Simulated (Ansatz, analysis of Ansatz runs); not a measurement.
## VO2F (Cc), nudged elastic band: V_O hop (2.7 Å) (q = +2)

How high is the barrier when O changes place in VO2F (Cc)? The case: V_O hop (2.7 Å), charge +2, in a cell of 64 host atoms with 1 O taken out.

Method: plane-wave PAW DFT, PBEsol; relaxation of all atoms of a defect supercell at fixed charge in a uniform background, in Ansatz 0.2.0.

### Step 1. Set-up

The cell holds 63 atoms: 16 V, 31 O and 16 F. Cell: a = 10.495 Å, b = 10.495 Å, c = 10.355 Å, α = 119.4°, β = 119.4°, γ = 58.5°. It derives from VO2F (space group Cc). Nearest the centre at fractional (0.542, 0.861, 0.542): V58 at 0.99 Å, O14 at 1.35 Å, F63 at 2.23 Å, O60 at 2.32 Å, F23 at 2.77 Å, F62 at 2.93 Å, V1 at 3.01 Å, O43 at 3.05 Å. The cell carries charge +2.

The cell's shortest repeat is 10.3 Å.

### Step 2. Relaxation of the start point, charge +2

The ends come first: from an unrelaxed start the top is counted from too high an energy, and the barrier comes out too low. Small random displacements break the symmetry of the ideal sites, so that the defect can distort if it gains by it. The charge of +2 is set by the electron count, and a uniform background keeps the cell neutral.

qp2.start/input.yaml

```yaml
crystal:
  lattice:
    - [9.15811721, -5.12579026, -0.00148872]
    - [9.15811721, 5.12579026, -0.00148872]
    - [-5.81980388, 0.0, 8.56431615]
  atoms:
    - { symbol: V, position: [0.3832667, 0.11781643, 0.39800985] }
    - { symbol: V, position: [0.11781643, 0.3832667, 0.14800985] }
    - { symbol: O, position: [0.24531322, 0.04912052, 0.30480815] }
    - { symbol: O, position: [-0.0050423, 0.51633816, 0.27920869] }
    - { symbol: O, position: [0.04912052, 0.24531322, 0.05480815] }
    - { symbol: O, position: [0.51633816, -0.0050423, 0.02920869] }
    - { symbol: F, position: [0.27095315, 0.30101862, 0.33614931] }
    - { symbol: F, position: [0.30101862, 0.27095315, 0.08614931] }
    - { symbol: V, position: [0.3832667, 0.11781643, 0.89800985] }
    - { symbol: V, position: [0.11781643, 0.3832667, 0.64800985] }
    - { symbol: O, position: [0.24531322, 0.04912052, 0.80480815] }
    - { symbol: O, position: [-0.0050423, 0.51633816, 0.77920869] }
    - { symbol: O, position: [0.04912052, 0.24531322, 0.55480815] }
    - { symbol: O, position: [0.51633816, -0.0050423, 0.52920869] }
    - { symbol: F, position: [0.27095315, 0.30101862, 0.83614931] }
    - { symbol: F, position: [0.30101862, 0.27095315, 0.58614931] }
    - { symbol: V, position: [0.3832667, 0.61781643, 0.39800985] }
    - { symbol: V, position: [0.11781643, 0.8832667, 0.14800985] }
    - { symbol: O, position: [0.24531322, 0.54912052, 0.30480815] }
    - { symbol: O, position: [-0.0050423, 1.01633816, 0.27920869] }
    - { symbol: O, position: [0.04912052, 0.74531322, 0.05480815] }
    - { symbol: O, position: [0.51633816, 0.4949577, 0.02920869] }
    - { symbol: F, position: [0.27095315, 0.80101862, 0.33614931] }
    - { symbol: F, position: [0.30101862, 0.77095315, 0.08614931] }
    - { symbol: V, position: [0.3832667, 0.61781643, 0.89800985] }
    - { symbol: V, position: [0.11781643, 0.8832667, 0.64800985] }
    - { symbol: O, position: [0.24531322, 0.54912052, 0.80480815] }
    - { symbol: O, position: [-0.0050423, 1.01633816, 0.77920869] }
    - { symbol: O, position: [0.04912052, 0.74531322, 0.55480815] }
    - { symbol: O, position: [0.51633816, 0.4949577, 0.52920869] }
    - { symbol: F, position: [0.27095315, 0.80101862, 0.83614931] }
    - { symbol: F, position: [0.30101862, 0.77095315, 0.58614931] }
    - { symbol: V, position: [0.8832667, 0.11781643, 0.39800985] }
    - { symbol: V, position: [0.61781643, 0.3832667, 0.14800985] }
    - { symbol: O, position: [0.74531322, 0.04912052, 0.30480815] }
    - { symbol: O, position: [0.4949577, 0.51633816, 0.27920869] }
    - { symbol: O, position: [0.54912052, 0.24531322, 0.05480815] }
    - { symbol: O, position: [1.01633816, -0.0050423, 0.02920869] }
    - { symbol: F, position: [0.77095315, 0.30101862, 0.33614931] }
    - { symbol: F, position: [0.80101862, 0.27095315, 0.08614931] }
    - { symbol: V, position: [0.8832667, 0.11781643, 0.89800985] }
    - { symbol: V, position: [0.61781643, 0.3832667, 0.64800985] }
    - { symbol: O, position: [0.74531322, 0.04912052, 0.80480815] }
    - { symbol: O, position: [0.4949577, 0.51633816, 0.77920869] }
    - { symbol: O, position: [0.54912052, 0.24531322, 0.55480815] }
    - { symbol: O, position: [1.01633816, -0.0050423, 0.52920869] }
    - { symbol: F, position: [0.77095315, 0.30101862, 0.83614931] }
    - { symbol: F, position: [0.80101862, 0.27095315, 0.58614931] }
    - { symbol: V, position: [0.8832667, 0.61781643, 0.39800985] }
    - { symbol: V, position: [0.61781643, 0.8832667, 0.14800985] }
    - { symbol: O, position: [0.74531322, 0.54912052, 0.30480815] }
    - { symbol: O, position: [0.4949577, 1.01633816, 0.27920869] }
    - { symbol: O, position: [0.54912052, 0.74531322, 0.05480815] }
    - { symbol: O, position: [1.01633816, 0.4949577, 0.02920869] }
    - { symbol: F, position: [0.77095315, 0.80101862, 0.33614931] }
    - { symbol: F, position: [0.80101862, 0.77095315, 0.08614931] }
    - { symbol: V, position: [0.8832667, 0.61781643, 0.89800985] }
    - { symbol: V, position: [0.61781643, 0.8832667, 0.64800985] }
    - { symbol: O, position: [0.74531322, 0.54912052, 0.80480815] }
    - { symbol: O, position: [0.4949577, 1.01633816, 0.77920869] }
    - { symbol: O, position: [1.01633816, 0.4949577, 0.52920869] }
    - { symbol: F, position: [0.77095315, 0.80101862, 0.83614931] }
    - { symbol: F, position: [0.80101862, 0.77095315, 0.58614931] }
total_charge: 2
basis:
  ecutwfc: 420
  xc_grid: 2
hamiltonian:
  xc: pbesol
kpoints:
  mp_grid: { grid: [1, 1, 1], shift: [0.25, 0.25, 0.25] }
scf:
  occupations: { method: fixed }
  max_iter: 100
output:
  forces: true
relax:
  f_tol: 0.02
  max_steps: 70
  random_displacement: { amplitude: 0.03, seed: 7471 }
```

Launch:

```bash
ansatz run input.yaml --threads 32 --pin off --max-ram 84787MiB --backend cuda --events-out ev --progress --plain --runs-dir out --max-vram 78GiB
```

Numbers of over 12 decimals in the logs are rounded to 6 here.

Output:

```text
[... repeated set-up lines and file paths are left out, and long positions are rounded to six places ...]
[...]
Engine: ansatz 0.2.0, aarch64-unknown-linux-gnu
[...]
Pseudopotential: V, paw, valence charge 13, recommended cutoff 420 eV (normal), V.paw.azcp
Pseudopotential: O, paw, valence charge 6, recommended cutoff 420 eV (normal), O.paw.azcp
Pseudopotential: F, paw, valence charge 7, recommended cutoff 420 eV (normal), F.paw.azcp
Functional definition: PBEsol
[...]
Crystal: 63 atoms, lattice volume = 803.974 Å³
Basis set: ecut = 420 eV, 15717 PW (Γ), exchange–correlation on 144×144×144 points (8 copies of the dense FFT grid, shifted against one another)
Bands: 315, of which v1, the nominal top of the filled ones, is band 252 counted from 1 (251 counted from 0)
[...]
k-points: 1
[...]
relax step   1: F+E_penalty+E_count = -76396.60458624 eV  Δ(F+E_penalty+E_count) = +0.000e0 eV  max|allowed force component| = 4.707e0 eV/Å  Δτ_max = 0.0000 Å  (16 SCF iters, dr2 threshold 1.00e-5 eV, [...]
[... the SCF cycles and remarks between the steps are left out from here to the last step ...]
relax step   8: F+E_penalty+E_count = -76400.99123619 eV  Δ(F+E_penalty+E_count) = -6.039e-2 eV  max|allowed force component| = 1.699e-1 eV/Å  Δτ_max = 0.0567 Å  (16 SCF iters, accepted)
relax step  11: F+E_penalty+E_count = -76400.99765101 eV  Δ(F+E_penalty+E_count) = -3.735e-4 eV  max|allowed force component| = 9.365e-2 eV/Å  Δτ_max = 0.0500 Å  (11 SCF iters, dr2 threshold 1.86e-6 e [...]
[...]
relax step  14: F+E_penalty+E_count = -76401.00219583 eV  Δ(F+E_penalty+E_count) = -1.513e-6 eV  max|allowed force component| = 3.401e-2 eV/Å  Δτ_max = 0.0000 Å  (11 SCF iters, accepted)
[...]
SCF 16 converged in 11 iterations: F = -76401.002674 eV  dr2 = 1.72e-8
[...]
```

Elapsed: 8.1 s, on 1 × NVIDIA GB200 with 32 threads of Arm Neoverse V2, shared host; peak memory 1.3 GiB; 40 s of CPU time.

Relaxation path:

```
step  energy less that of the first step (eV)  largest force component (eV/Å)
   1                                   0.0000                          4.7070
   2                                  -1.9696                          3.7816
   3                                  -3.4278                          1.9356
   4                                  -4.0478                          1.2465
   5                                  -4.2462                          0.9705
   6                                  -4.3263                          0.5726
   7                                  -4.2018                          0.5343
   8                                  -4.3867                          0.1699
   9                                  -4.3509                          0.2617
  10                                  -4.3927                          0.1454
  11                                  -4.3931                          0.0937
  12                                  -4.3976                          0.0339
  13                                  -4.3975                          0.0232
  14                                  -4.3976                          0.0340
  15                                  -4.3976                          0.0205
  16                                  -4.3981                          0.0167
```

Relaxation steps 7, 9, 13 were tried and not accepted.

The atoms that moved most (Å, from the sites as typed, ahead of the random displacement, the mean shift of all atoms taken out):

```
atom      dx      dy      dz  length
 V58   0.555   0.158   0.384   0.693
 V41   0.342  -0.102   0.210   0.414
 F63  -0.291   0.074   0.029   0.301
 O19  -0.166  -0.114  -0.091   0.221
 V17  -0.121  -0.042  -0.102   0.163
 O14   0.130   0.000   0.072   0.149
  F7  -0.140   0.036  -0.031   0.148
 O30   0.138   0.025   0.023   0.142
```

Neighbours of O14 at the end:

```
atom  distance (Å)
 V58         1.664
  V1         1.885
 F16         2.545
 O60         2.560
 F63         2.579
 O52         2.615
 O43         2.622
 O45         2.669
  O3         2.670
```

This step gave:

```yaml
free_energy: -76401.0027 eV
r_m_s_move_of_the_farther_half_of_the_atoms: 0.07995 Å
largest_move_from_the_ideal_geometry_of_this_structure_a_common_shift_of_the_far_atoms_taken_out: 0.7024 Å
```

The relaxation gained 4.398 eV and ended with a largest force component of 0.017 eV/Å.

### Step 3. Relaxation of the end point, charge +2

The end point is relaxed in the same cell and settings, so that the two energies compare. Atoms more than 3.2 Å from the middle of the hop start where the first relaxation left them, the nearer ones on or close to their ideal places, with small random displacements.

qp2.end/input.yaml

```yaml
crystal:
  lattice:
    - [9.15811721, -5.12579026, -0.00148872]
    - [9.15811721, 5.12579026, -0.00148872]
    - [-5.81980388, 0.0, 8.56431615]
  atoms:
    - { symbol: V, position: [0.3832667, 0.11781643, 0.39800985] }
    - { symbol: V, position: [0.11628083, 0.3962438, 0.15148905] }
    - { symbol: O, position: [0.25553285, 0.03536655, 0.30417838] }
[... 10 atom lines left out ...]
    - { symbol: O, position: [0.568596, -0.273912, 0.554244] }
[... 2 atom lines left out ...]
    - { symbol: V, position: [0.3832667, 0.61781643, 0.39800985] }
[... 5 atom lines left out ...]
    - { symbol: F, position: [0.27095315, 0.80101862, 0.33614931] }
[... 12 atom lines left out ...]
    - { symbol: O, position: [0.49040864, 0.51566242, 0.27592242] }
[... 6 atom lines left out ...]
    - { symbol: O, position: [0.74531322, 0.04912052, 0.80480815] }
[... 7 atom lines left out ...]
    - { symbol: O, position: [0.74721868, 0.54622157, 0.30680606] }
[... 6 atom lines left out ...]
    - { symbol: V, position: [0.61781643, 0.8832667, 0.64800985] }
[... 1 atom line left out ...]
    - { symbol: O, position: [0.4949577, 1.01633816, 0.77920869] }
[... 1 atom line left out ...]
    - { symbol: F, position: [0.77095315, 0.80101862, 0.83614931] }
    - { symbol: F, position: [0.80101862, 0.77095315, 0.58614931] }
total_charge: 2
basis:
  ecutwfc: 420
  xc_grid: 2
hamiltonian:
  xc: pbesol
kpoints:
  mp_grid: { grid: [1, 1, 1], shift: [0.25, 0.25, 0.25] }
scf:
  occupations: { method: fixed }
  max_iter: 100
output:
  forces: true
relax:
  f_tol: 0.02
  max_steps: 70
  random_displacement: { amplitude: 0.01, seed: 7471 }
```

Output:

```text
[...]
Crystal: 63 atoms, lattice volume = 803.974 Å³
Basis set: ecut = 420 eV, 15717 PW (Γ), exchange–correlation on 144×144×144 points (8 copies of the dense FFT grid, shifted against one another)
Bands: 315, of which v1, the nominal top of the filled ones, is band 252 counted from 1 (251 counted from 0)
[...]
k-points: 1
[...]
SCF 1 converged in 19 iterations: F = -76394.533139 eV  dr2 = 7.95e-6
[...]
relax step   1: F+E_penalty+E_count = -76394.53313949 eV  Δ(F+E_penalty+E_count) = +0.000e0 eV  max|allowed force component| = 4.163e0 eV/Å  Δτ_max = 0.0000 Å  (19 SCF iters, dr2 threshold 1.00e-5 eV, [...]
[...]
relax step   3: F+E_penalty+E_count = -76397.92355680 eV  Δ(F+E_penalty+E_count) = -1.306e0 eV  max|allowed force component| = 1.506e0 eV/Å  Δτ_max = 0.1949 Å  (11 SCF iters, dr2 threshold 1.00e-4 eV, [...]
[...]
SCF 6 converged in 8 iterations: F = -76399.061618 eV  dr2 = 6.19e-5
[...]
SCF 8 converged in 8 iterations: F = -76399.322124 eV  dr2 = 5.05e-5
[...]
SCF 16 converged in 10 iterations: F = -76400.926304 eV  dr2 = 6.39e-5
[...]
SCF 20 converged in 11 iterations: F = -76400.980277 eV  dr2 = 2.10e-6
[...]
SCF 22 converged in 8 iterations: F = -76401.001911 eV  dr2 = 5.04e-6
[...]
SCF converged after 11 iterations
[...]
```

It took 12 s on 1 × NVIDIA GB200 with 32 threads; peak memory 1.4 GiB; 57 s of CPU time.

The steps of the relaxation (22 of 23):

```
step  energy less that of the first step (eV)  largest force component (eV/Å)
   1                                   0.0000                          4.1625
   2                                  -2.0841                          2.7729
   3                                  -3.3904                          1.5056
   4                                  -4.2020                          0.9067
   5                                  -4.3641                          1.1593
   6                                  -4.5285                          0.5853
   7                                  -4.6654                          0.4681
   8                                  -4.7890                          0.6758
   9                                  -4.9475                          0.7070
  10                                  -5.1205                          0.7473
  11                                  -5.3121                          0.7341
  13                                  -5.7986                          0.6526
  14                                  -6.0666                          0.4636
  15                                  -6.2876                          0.4132
  16                                  -6.3932                          0.4255
  17                                  -6.4245                          0.3309
  18                                  -6.4545                          0.2071
  19                                  -6.4588                          0.1636
  20                                  -6.4471                          0.1374
  21                                  -6.4648                          0.1114
  22                                  -6.4688                          0.0280
  23                                  -6.4694                          0.0125
```

Relaxation step 20 was tried and not accepted.

The atoms that moved most (Å, from the sites as typed, ahead of the random displacement):

```
atom      dx      dy      dz  length
 O14   2.228   1.624  -0.135   2.760
 V58   0.529   0.135   0.391   0.672
 F63  -0.311   0.051   0.034   0.317
 V17  -0.148  -0.064  -0.093   0.186
 F23  -0.117  -0.090   0.070   0.163
 O60  -0.069  -0.064  -0.090   0.130
 O43   0.044   0.082   0.038   0.100
 F62  -0.039   0.064   0.062   0.097
```

Neighbours of O14 at the end:

```
atom  distance (Å)
 V58         1.664
  V1         1.885
 F16         2.545
 O60         2.560
 F63         2.579
 O52         2.615
 O43         2.622
 O45         2.669
  O3         2.671
```

This step gave:

- free energy: -76401.0026 eV
- r.m.s. move of the farther half of the atoms: 0.07811 Å
- largest move from the ideal geometry of this structure, a common shift of the far atoms taken out: 2.794 Å

The relaxation gained 6.469 eV and ended with a largest force component of 0.013 eV/Å. The end lies within 1 meV of the start.

### Step 4. No path, charge +2

Analysis of the runs above: comparison of two relaxed ends, PBEsol.

It gives:

```yaml
outcome: both ends relax to one structure
largest_difference: 0.008332 Å
energy_difference: 9.10e-5 eV
```

### Step 5. Results

* outcome: both ends relax to one structure

Start and end relaxed into one structure, so no band was run. The largest move in the relaxations was 2.8 Å. This doesn't show that a second stable place is lacking: the end was set up from the relaxed start, and an atom can slide across on the way. Keep in mind: one k-point off the zone centre stands for the whole zone.

[Logs are printed without paths, hosts, clocks, repeated set-up lines and the standing remarks that a program may print on its own settings, such as how far it seeks lower states.]

[Hosts, paths, dates, database ids (printed as entryN), source tags and the programs' standing remarks are cut or masked in the printed files.]
